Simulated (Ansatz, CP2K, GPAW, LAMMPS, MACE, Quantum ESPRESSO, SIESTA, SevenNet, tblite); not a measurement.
## Quantum ESPRESSO on amorphous Cd8Zn24Te9S23 (64 atoms): settings against a plane-wave reference

Wanted: Quantum ESPRESSO inputs and outputs for amorphous Cd8Zn24Te9S23 (64 atoms), checked against a plane-wave reference.

Program: Quantum ESPRESSO 7.5. Level of theory: the method is named at each step. Results are calculated unless marked as measured.

## 1. Starting point

The cell holds 64 atoms: 8 Cd, 24 Zn, 9 Te and 23 S. Cell: a = 11.623 Å, b = 11.623 Å, c = 11.623 Å, α = 90.0°, β = 90.0°, γ = 90.0°. 64 atoms (8 Cd, 24 Zn, 9 Te, 23 S) placed at random at 4.61 g/cm³, melted at 2500 K for 10 ps at fixed volume with the Stillinger-Weber II-VI potential (Zhou et al., Phys. Rev. B 88, 085309 (2013)). Quenched from 2500 K to 300 K at 100 K/ps and fixed volume, held 5 ps.

The yardstick, on the same geometry:

| Item | Value |
| --- | --- |
| method | Kohn-Sham DFT, PBE, PAW, plane waves (Ansatz 0.2.0); cutoff 420 eV, Γ point, fermi-dirac smearing of 0.05 eV; PAW set soft_2 |
| r.m.s. force component | 0.4537 eV/Å |
| longest force | 1.674 eV/Å |
| pressure | -0.9344 GPa |
| SCF cycles | 12 |
| time | 16 s on 8 threads of Arm Neoverse V2, shared host |
| CPU time | 1.9 min |

## 2. PBE, sssp-1.3.0-efficiency, 45/360 Ry

Method: Kohn-Sham DFT, PBE, SSSP efficiency 1.3.0 pseudopotentials, plane waves.

Contents of pw.in:

```
&control
  calculation = 'scf'
  pseudo_dir = './pseudo'
  outdir = './tmp'
  disk_io = 'none'
  tprnfor = .true.
  tstress = .true.
/
&system
  ibrav = 0
  nat = 64
  ntyp = 4
  ecutwfc = 45
  ecutrho = 360
  nosym = .true.
  occupations = 'smearing'
  smearing = 'fd'
  degauss = 0.003675
/
&electrons
  conv_thr = 3.2e-07
  electron_maxstep = 100
  mixing_beta = 0.2
  mixing_mode = 'local-TF'
  diagonalization = 'david'
/
ATOMIC_SPECIES
Cd 112.414 Cd.upf
Zn 65.380 Zn.upf
Te 127.600 Te.upf
S 32.060 S.upf
CELL_PARAMETERS angstrom
11.62280 0.00000 0.00000
0.00000 11.62280 0.00000
0.00000 0.00000 11.62280
ATOMIC_POSITIONS crystal
Cd 0.12770 0.66958 0.97143
Cd 0.86102 0.82715 0.90270
Cd 0.96007 0.11989 0.70473
Cd 0.26177 0.30535 0.80199
Cd 0.52213 0.57229 0.75009
Cd 0.84563 0.54053 0.68241
Cd 0.00760 0.35722 0.97394
Cd 0.15557 0.09117 0.33121
Zn 0.59575 0.35548 0.92328
Zn 0.56739 0.53264 0.21790
Zn 0.61895 0.65040 0.45217
Zn 0.09874 0.58372 0.31566
Zn 0.49757 0.09832 0.31547
Zn 0.27397 0.02251 0.60922
Zn 0.90994 0.93971 0.44402
Zn 0.49642 0.70691 0.95943
Zn 0.96842 0.85893 0.21579
Zn 0.13088 0.03405 0.97260
Zn 0.60963 0.18979 0.68339
Zn 0.31228 0.52810 0.19178
Zn 0.79563 0.32883 0.37470
Zn 0.03479 0.79835 0.64534
Zn 0.88992 0.68024 0.38670
Zn 0.30531 0.85001 0.18865
Zn 0.65568 0.86935 0.19616
Zn 0.36201 0.38770 0.45527
Zn 0.46593 0.04504 0.97527
Zn 0.30608 0.87359 0.77648
Zn 0.63673 0.87637 0.69431
Zn 0.32369 0.28514 0.12577
Zn 0.78204 0.12670 0.02503
Zn 0.81733 0.57499 0.12976
Te 0.45572 0.35676 0.66704
Te 0.80338 0.46873 0.92506
Te 0.50415 0.03841 0.55386
Te 0.01428 0.30141 0.33683
Te 0.66625 0.21925 0.21983
Te 0.80654 0.28594 0.61108
Te 0.11361 0.51127 0.79614
Te 0.25600 0.73830 0.38234
Te 0.30595 0.67674 0.65687
S 0.49781 0.88364 0.85220
S 0.13811 0.92043 0.48864
S 0.50905 0.37058 0.11599
S 0.99733 0.66972 0.15003
S 0.81540 0.93492 0.08701
S 0.33325 0.22164 0.32057
S 0.00076 0.61544 0.55055
S 0.29575 0.15808 0.96555
S 0.31922 0.68893 0.06857
S 0.13660 0.40797 0.15448
S 0.73824 0.83513 0.38336
S 0.11389 0.85612 0.85388
S 0.14028 0.96199 0.15856
S 0.42749 0.57070 0.38003
S 0.15966 0.19324 0.63867
[... 4 atom lines left out ...]
S 0.14857 0.41107 0.49474
S 0.75396 0.53182 0.33613
S 0.96846 0.14541 0.92631
S 0.62570 0.15804 0.89716
K_POINTS gamma
```

On the command line:

```sh
> OMP_NUM_THREADS=1 mpirun -np 4 pw.x -in pw.in > output.txt
```

The log of the run:

```text
Program PWSCF
     gamma-point specific algorithms are used
     one sub-group per band group will be used
     scalapack distributed-memory algorithm (size of sub-group:  2*  2 procs)
     Parallelization info
     sticks:   dense  smooth     PW     G-vecs:    dense   smooth      PW
     Min        3457    1726    434               305513   107990   13541
     Max        3460    1728    436               305520   107996   13544
     Sum       13833    6909   1741              1222061   431977   54171
     bravais-lattice index     =            0
     lattice parameter (alat)  =      21.9639  a.u.
     unit-cell volume          =   10595.6815 (a.u.)^3
     number of atoms/cell      =           64
     number of atomic types    =            4
     number of electrons       =       768.00
     number of Kohn-Sham states=          461
     kinetic-energy cutoff     =      45.0000  Ry
     charge density cutoff     =     360.0000  Ry
     scf convergence threshold =      3.2E-07
     mixing beta               =       0.2000
     number of iterations used =            8  local-TF  mixing
     Exchange-correlation=  SLA  PW   PBX  PBC
                           (   1   4   3   4   0   0   0)
     crystal axes: (cart. coord. in units of alat)
               a(1) = (   1.000000   0.000000   0.000000 )
               a(2) = (   0.000000   1.000000   0.000000 )
               a(3) = (   0.000000   0.000000   1.000000 )
     reciprocal axes: (cart. coord. in units 2 pi/alat)
               b(1) = (  1.000000  0.000000  0.000000 )
               b(2) = (  0.000000  1.000000  0.000000 )
               b(3) = (  0.000000  0.000000  1.000000 )
     PseudoPot. # 1 for Cd:
     Pseudo is Ultrasoft + core correction, Zval = 12.0
     PseudoPot. # 2 for Zn:
     Pseudo is Ultrasoft, Zval = 20.0
     PseudoPot. # 3 for Te:
     Pseudo is Ultrasoft + core correction, Zval =  6.0
     PseudoPot. # 4 for S :
     Pseudo is Ultrasoft + core correction, Zval =  6.0
     atomic species   valence    mass     pseudopotential
     Cd               12.00   112.41400     Cd( 1.00)
     Zn               20.00    65.38000     Zn( 1.00)
     Te                6.00   127.60000     Te( 1.00)
     S                 6.00    32.06000     S ( 1.00)
     No symmetry found
   Cartesian axes
     number of k points=     1  Fermi-Dirac smearing, width (Ry)=  0.0037
                       cart. coord. in units 2pi/alat
        k(    1) = (   0.0000000   0.0000000   0.0000000), wk =   2.0000000
     Dense  grid:   611031 G-vectors     FFT dimensions: ( 135, 135, 135)
     Smooth grid:   215989 G-vectors     FFT dimensions: (  96,  96,  96)
     Initial potential from superposition of free atoms
     starting charge     767.9548, renormalised to     768.0000
     Starting wfcs are  512 randomized atomic wfcs
     Self-consistent Calculation
     iteration #  1     ecut=    45.00 Ry     beta= 0.20
     Threshold (ethr) on eigenvalues was too large:
     Diagonalizing with lowered threshold
     total energy              =  -12850.12900551 Ry
     estimated scf accuracy    <       4.31483805 Ry
     iteration #  2     ecut=    45.00 Ry     beta= 0.20
     total energy              =  -12848.97610730 Ry
     estimated scf accuracy    <       3.08326265 Ry
     iteration #  3     ecut=    45.00 Ry     beta= 0.20
     total energy              =  -12849.44690175 Ry
     estimated scf accuracy    <       0.28509472 Ry
     iteration #  4     ecut=    45.00 Ry     beta= 0.20
     total energy              =  -12849.42635980 Ry
     estimated scf accuracy    <       0.17039470 Ry
     iteration #  5     ecut=    45.00 Ry     beta= 0.20
     total energy              =  -12849.41826963 Ry
     estimated scf accuracy    <       0.08127398 Ry
     iteration #  6     ecut=    45.00 Ry     beta= 0.20
     total energy              =  -12849.42037508 Ry
     estimated scf accuracy    <       0.03465609 Ry
[...]
total energy              =  -12849.42263980 Ry
[...]
iteration # 15     ecut=    45.00 Ry     beta= 0.20
     total energy              =  -12849.42264046 Ry
     estimated scf accuracy    <       0.00000212 Ry
     iteration # 16     ecut=    45.00 Ry     beta= 0.20
     total energy              =  -12849.42264074 Ry
     estimated scf accuracy    <       0.00000081 Ry
     iteration # 17     ecut=    45.00 Ry     beta= 0.20
     End of self-consistent calculation
          k = 0.0000 0.0000 0.0000 ( 27086 PWs)   bands (ev):
  -119.9082-119.8698-119.8413-119.8403-119.8403-119.8366-119.7719-119.6162
  -119.5877-119.5755-119.5701-119.5642-119.5374-119.5373-119.5361-119.5114
  -119.4815-119.4785-119.4254-119.4209-119.4109-119.3836-119.3704-119.3348
   -74.1146 -74.0714 -74.0706 -74.0558 -74.0410 -74.0387 -74.0365 -74.0364
   -74.0356 -74.0126 -74.0055 -74.0032 -74.0023 -73.9936 -73.9896 -73.9883
   -73.9826 -73.9743 -73.9612 -73.9410 -73.9151 -73.8128 -73.7894 -73.7780
   -73.7683 -73.7618 -73.7553 -73.7546 -73.7483 -73.7419 -73.7399 -73.7308
   -73.7293 -73.7289 -73.7273 -73.7242 -73.7211 -73.7168 -73.7132 -73.7087
   -73.7033 -73.6981 -73.6930 -73.6930 -73.6864 -73.6838 -73.6786 -73.6657
[...]
10.7073  10.7885  10.8495  10.9015  10.9589  10.9861  11.0530  11.0724
    11.1381  11.2544  11.3219  11.3578  11.3826  11.4329  11.4559  11.5321
    11.5654  11.6338  11.7211  11.7633  11.7895  11.8313  11.8566  11.9437
    12.0047  12.0399  12.0893  12.1598  12.1943
     the Fermi energy is     6.7979 ev
!    total energy              =  -12849.42264113 Ry
     estimated scf accuracy    <       0.00000031 Ry
     smearing contrib. (-TS)   =      -0.01387426 Ry
     internal energy E=F+TS    =  -12849.40876687 Ry
     The total energy is F=E-TS. E is the sum of the following terms:
     one-electron contribution =  -13032.91782338 Ry
     hartree contribution      =    6763.84414505 Ry
     xc contribution           =   -1678.83196173 Ry
     ewald contribution        =   -4901.50312681 Ry
     convergence has been achieved in  17 iterations
     Forces acting on atoms (cartesian axes, Ry/au):
     atom    1 type  1   force =     0.00013892   -0.00572722   -0.01163437
     atom    2 type  1   force =     0.00708202   -0.00390408   -0.01608256
     atom    3 type  1   force =     0.00748371   -0.00559970   -0.00584468
     atom    4 type  1   force =    -0.01362126    0.00179101   -0.00874902
     atom    5 type  1   force =    -0.03958028   -0.00291667    0.03821357
     atom    6 type  1   force =     0.00221471   -0.01993279    0.00483205
[...]
atom   62 type  4   force =    -0.00777505   -0.02082997   -0.01610001
     atom   63 type  4   force =    -0.01047513    0.00568600    0.01138628
     atom   64 type  4   force =    -0.01108357    0.00161568   -0.01021551
     Total force =     0.244529     Total SCF correction =     0.003389
     Computing stress (Cartesian axis) and pressure
          total   stress  (Ry/bohr**3)                   (kbar)     P=      -12.34
  -0.00008948  -0.00001171  -0.00003148          -13.16       -1.72       -4.63
  -0.00001171  -0.00005360  -0.00000372           -1.72       -7.89       -0.55
  -0.00003148  -0.00000372  -0.00010863           -4.63       -0.55      -15.98
     Message from routine punch:
     Nothing written, as per user request (disk_io='none')
```

The job ended after 5.2 min (4 MPI ranks of Arm Neoverse V2, shared host; peak memory 3.6 GiB).

Banners, paths, timers and routine set-up lines are dropped from the logs unmarked, and long logs keep their key lines alone; longer cuts are marked.

Numbers from this run, and their distance from the reference:

```yaml
r_m_s_force_component: 0.4537 eV/Å
r_m_s_difference_of_force_components: 9.854 meV/Å
longest_difference_of_force_vectors: 46.15 meV/Å
force_difference_over_r_m_s_force: 2.172 %
slope_of_forces_against_the_reference_s: 0.9997
correlation_of_force_components: 0.9998
pressure: -1.234 GPa
pressure_difference: -0.2999 GPa
```

Length of the force difference by element (eV/Å):

```csv
element,atoms,mean,most
Cd,8,0.016,0.022
S,23,0.01,0.041
Te,9,0.029,0.046
Zn,24,0.012,0.024
```

Local excerpt of 9 atoms (numbers count through the whole input) about Te37, which bears the longest force; x, y, z are measured from there.

```
atom      x      y      z  distance (Å)  bonds     Fx     Fy  Fz (eV/Å)
Te37   0.00   0.00   0.00          0.00      3   1.56  -0.39       0.39
Zn13  -1.96  -1.41   1.11          2.66      4  -0.20   0.20       0.39
Zn21   1.50   1.27   1.80          2.67      4  -0.26  -0.18       0.46
 S44  -1.83   1.76  -1.21          2.81      3  -0.78   0.77      -0.76
Zn31   1.35  -1.08  -2.26          2.85      4   0.28  -0.29       0.11
 S58  -2.25  -2.99  -0.59          3.78      4   0.25  -0.09      -0.03
Zn10  -1.15   3.64  -0.02          3.82      4   0.06   0.56      -0.15
 S64  -0.47  -0.71  -3.75          3.85      4  -0.28   0.04      -0.26
 Zn9  -0.82   1.58  -3.45          3.88      3   0.09   0.45       0.40
```

Forces lie 2.2 % from the reference's, at 11 times its CPU time (on 4 against 8 cores).

## 3. PBE+D3(BJ), sssp-1.3.0-efficiency, 45/360 Ry

Method: Kohn-Sham DFT, PBE+D3(BJ), SSSP efficiency 1.3.0 pseudopotentials, plane waves.

Changes to pw.in since step 2:

```diff
@@ -18,2 +18,5 @@
   degauss = 0.003675
+  vdw_corr = 'dft-d3'
+  dftd3_version = 4
+  dftd3_threebody = .false.
 /
```

The log of the run:

```text
[banner, memory and clock lines left out]
Program PWSCF
     gamma-point specific algorithms are used
     one sub-group per band group will be used
     bravais-lattice index     =            0
     lattice parameter (alat)  =      21.9639  a.u.
     unit-cell volume          =   10595.6815 (a.u.)^3
     number of atoms/cell      =           64
     number of atomic types    =            4
     number of electrons       =       768.00
[... lines left out ...]
     scf convergence threshold =      3.2E-07
[... lines left out ...]
     number of k points=     1  Fermi-Dirac smearing, width (Ry)=  0.0037
[... lines left out ...]
     total energy              =  -12851.55623138 Ry
[... lines left out ...]
     total energy              =  -12850.40333317 Ry
[... lines left out ...]
     total energy              =  -12850.87412761 Ry
[... lines left out ...]
     total energy              =  -12850.84986633 Ry
[... lines left out ...]
     total energy              =  -12850.84986660 Ry
[... lines left out ...]
   -74.0356 -74.0126 -74.0055 -74.0032 -74.0023 -73.9936 -73.9896 -73.9883
   -73.9826 -73.9743 -73.9612 -73.9410 -73.9151 -73.8128 -73.7894 -73.7780
[...]
11.1381  11.2544  11.3219  11.3578  11.3826  11.4329  11.4559  11.5321
    11.5654  11.6338  11.7211  11.7633  11.7895  11.8313  11.8566  11.9437
    12.0047  12.0399  12.0893  12.1598  12.1943
     the Fermi energy is     6.7979 ev
!    total energy              =  -12850.84986699 Ry
     estimated scf accuracy    <       0.00000031 Ry
     smearing contrib. (-TS)   =      -0.01387426 Ry
     internal energy E=F+TS    =  -12850.83599273 Ry
     The total energy is F=E-TS. E is the sum of the following terms:
     one-electron contribution =  -13032.91782338 Ry
     hartree contribution      =    6763.84414505 Ry
     xc contribution           =   -1678.83196173 Ry
     ewald contribution        =   -4901.50312681 Ry
     DFT-D3 Dispersion         =      -1.42722586 Ry
     convergence has been achieved in  17 iterations
     Forces acting on atoms (cartesian axes, Ry/au):
     atom    1 type  1   force =     0.00012162   -0.00537888   -0.01099690
     atom    2 type  1   force =     0.00681603   -0.00438037   -0.01588572
     atom    3 type  1   force =     0.00802454   -0.00579350   -0.00546071
[...]
atom   63 type  4   force =    -0.01018379    0.00541939    0.01126695
     atom   64 type  4   force =    -0.01117263    0.00132224   -0.01010252
     Total force =     0.244811     Total SCF correction =     0.003389
     Computing stress (Cartesian axis) and pressure
          total   stress  (Ry/bohr**3)                   (kbar)     P=      -33.79
  -0.00023510  -0.00001226  -0.00003149          -34.58       -1.80       -4.63
  -0.00001226  -0.00019975  -0.00000390           -1.80      -29.38       -0.57
  -0.00003149  -0.00000390  -0.00025420           -4.63       -0.57      -37.39
     Message from routine punch:
     Nothing written, as per user request (disk_io='none')
```

Elapsed: 5.4 min, on 4 MPI ranks; peak memory 3.6 GiB; 21 min of CPU time.

Numbers from this run, and their distance from the reference:

* r.m.s. force component: 0.4543 eV/Å
* r.m.s. difference of force components: 14.02 meV/Å
* longest difference of force vectors: 52.77 meV/Å
* force difference over r.m.s. force: 3.091 %
* slope of forces against the reference's: 1.001
* correlation of force components: 0.9995
* pressure: -3.378 GPa
* pressure difference: -2.444 GPa

Against the first run (2.2 %), the force difference from the reference is 3.1 %, at 1.0 times the CPU time; the model has changed, so this is no error of the program alone.

## 4. All runs compared

Differences are against the plane-wave reference, forces as r.m.s. over components; share is that over the reference's r.m.s. force, slope the least-squares factor from reference forces to these. Total energies of different programs have different zeros and aren't compared.

| run | Δ force, r.m.s. (meV/Å) | share (%) | slope | Δ pressure (GPa) | cores | CPU time | memory (GiB) |
| --- | --- | --- | --- | --- | --- | --- | --- |
| reference | - | - | - | - | 8 | 1.9 min | 2.3 |
| QE PBE, sssp-1.3.0-efficiency, 45/360 Ry | 9.85 | 2.17 | 1.000 | -0.300 | 4 | 21 min | 3.6 |
| QE PBE+D3(BJ), sssp-1.3.0-efficiency, 45/360 Ry | 14.0 | 3.09 | 1.001 | -2.44 | 4 | 21 min | 3.6 |

CPU time is summed over cores on a shared host, where runs went side by side, so it is rough. Symmetry, cutoffs, thresholds, outputs and thread counts weren't matched or tuned between programs; memory under MPI is the largest rank's times the ranks.

## 5. What came out

```
nearest in forces : QE PBE, sssp-1.3.0-efficiency, 45/360 Ry, 2.2 %
its CPU time      : 21 min
```

**Reading.** PBE on plane waves or a grid with other potentials, cutoffs or grids differs from the reference by 2.2 % (QE PBE, sssp-1.3.0-efficiency, 45/360 Ry) of the r.m.s. force; this holds the reference's own error, so differences of a few per cent don't tell which side is nearer the exact PBE result (QE's 45 Ry are 612 eV, against the reference's 420 eV). Rows with another functional or a dispersion term differ by 3.1 % (QE PBE+D3(BJ), sssp-1.3.0-efficiency, 45/360 Ry), which mixes the change of model with differences of basis and potentials. None of the electronic-structure runs in the table takes under half the reference's CPU time of 1.9 min; they take 11 to 11 times as much. The potentials hold different valence shells: 730 electrons in the reference, 768 in Quantum ESPRESSO with SSSP; this bears on time and differences. The quench rate of 100 K/ps is many orders above laboratory rates, so the cell is likely richer in defects and strain than a real sample. The network of bonds at the start is that of the classical potential that made the cell, and needn't be the one that DFT or experiment would give. The electronic-structure runs sample only Γ, in a cell whose shortest periodic width is 12 Å, which is coarse for a cell with partly filled levels. Spin–orbit coupling is left out, which matters for the levels of the heavy elements.

[Also dropped from logs without a mark: logging warnings of Python, and SIESTA's first energy breakdown and zero terms.]

[Logs are printed without paths, hosts, clocks, repeated set-up lines and the standing remarks that a program may print on its own settings, such as how far it seeks lower states.]

[Hosts, paths, dates, database ids (printed as entryN), source tags and the programs' standing remarks are cut or masked in the printed files.]
